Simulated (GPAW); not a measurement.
Consider SiO2 (Stishovite, P4_2/mnm).

```xyz
6
Lattice="4.1773 0.0000 0.0000 0.0000 4.1773 0.0000 0.0000 0.0000 2.6652" Properties=species:S:1:pos:R:3 pbc="T T T"
Si    2.0886    2.0886    1.3326
Si    0.0000    0.0000    0.0000
O     3.3665    0.8108    1.3326
O     2.8995    2.8995    0.0000
O     0.8108    3.3665    1.3326
O     1.2778    1.2778    0.0000
```

Absorber: atom 3, with 2 Si at 1.76 Å and 1 Si at 1.81 Å (distorted trigonal planar, site symmetry m2m). Method: GPAW, PBE, full core hole (charged cell), 12-atom cell with 5.0 Å between holes, 6×6×6 k points, dipole transitions, Gaussian full width 0.9 eV up to 4 eV, rising linearly to 3.5 eV at 25 eV.

**Question.** What does the O K edge look like?

Main maxima up to 24 eV above the zero (height): 2.6 eV (2.01), 8.7 eV (2.72) and 23.7 eV (0.86). A K edge sees empty p states on the absorber. The total-energy difference plus the lowest empty eigenvalue puts the zero at 542.77 eV. One term is added: -8.91 eV, since the hole is spin-paired here and a spin-polarised one costs that much less in the free atom (computed apart). The photon energy is then 533.86 eV. The functional and the charged cell's background leave an error of a few eV in such absolute values.

The O K spectrum (energy from the lowest empty level; intensity scaled to a mean of 1 over the first 20 eV; polarised curves are means over the symmetry-equivalent atoms):

```csv
E (eV),isotropic,ε ⊥ c,ε ∥ c
-2.0,0.00,0.00,0.00
-1.5,0.00,0.00,0.00
-1.0,0.00,0.00,0.00
-0.5,0.00,0.00,0.00
0.0,0.02,0.01,0.02
0.5,0.08,0.07,0.11
1.0,0.28,0.21,0.41
1.5,0.73,0.51,1.18
2.0,1.52,1.07,2.43
2.5,1.99,1.40,3.17
3.0,1.85,1.11,3.33
3.5,1.61,1.07,2.68
4.0,1.21,1.05,1.55
4.5,1.18,1.11,1.31
5.0,1.35,1.37,1.30
5.5,1.64,1.82,1.27
6.0,1.94,2.20,1.41
6.5,2.07,2.15,1.89
7.0,2.16,1.97,2.53
7.5,2.22,2.01,2.63
8.0,2.40,2.43,2.35
8.5,2.67,2.87,2.28
9.0,2.65,2.89,2.15
9.5,2.19,2.46,1.66
10.0,1.54,1.78,1.04
10.5,0.95,1.12,0.61
11.0,0.56,0.64,0.38
11.5,0.34,0.38,0.27
12.0,0.25,0.27,0.22
12.5,0.23,0.23,0.23
13.0,0.24,0.22,0.28
13.5,0.25,0.21,0.33
14.0,0.25,0.20,0.36
14.5,0.24,0.19,0.35
15.0,0.22,0.18,0.30
15.5,0.20,0.18,0.24
16.0,0.19,0.19,0.19
16.5,0.20,0.21,0.17
17.0,0.22,0.25,0.17
17.5,0.27,0.30,0.19
18.0,0.32,0.37,0.23
18.5,0.38,0.44,0.27
19.0,0.45,0.51,0.33
19.5,0.51,0.57,0.40
20.0,0.57,0.61,0.49
20.5,0.62,0.63,0.58
21.0,0.66,0.65,0.68
21.5,0.69,0.66,0.77
22.0,0.74,0.68,0.86
22.5,0.79,0.71,0.94
23.0,0.83,0.74,1.00
23.5,0.86,0.77,1.02
24.0,0.85,0.78,0.99
24.5,0.81,0.77,0.91
25.0,0.74,0.72,0.79
25.5,0.66,0.65,0.67
```

The holes are only 5.0 Å apart, so the shape is probably not converged with cell size; no larger cell was run here. The mesh is coarse (0.26 Å⁻¹ between points), so small maxima may be mesh ripples. Lifetime broadening is put in by hand, and intensities beyond about 20 eV depend on it and on the partial waves. The structure is a published determination, not relaxed.

[Banner, clock and machine lines of the logs are left out without a mark of their own.]

[Logs are printed without paths, hosts, clocks, repeated set-up lines and the standing remarks that a program may print on its own settings, such as how far it seeks lower states.]

[Hosts, paths, dates, database ids (printed as entryN), source tags and the programs' standing remarks are cut or masked in the printed files.]

[Lists of maxima count a maximum above −3 eV only where it reaches 4 % of the highest in the window and stands out from its surroundings by 2 % of it (1.5 % where it reaches 55 %); shoulders and weaker maxima are passed over, and of the rest the first, up to two pre-edge ones and the few strongest are named.]
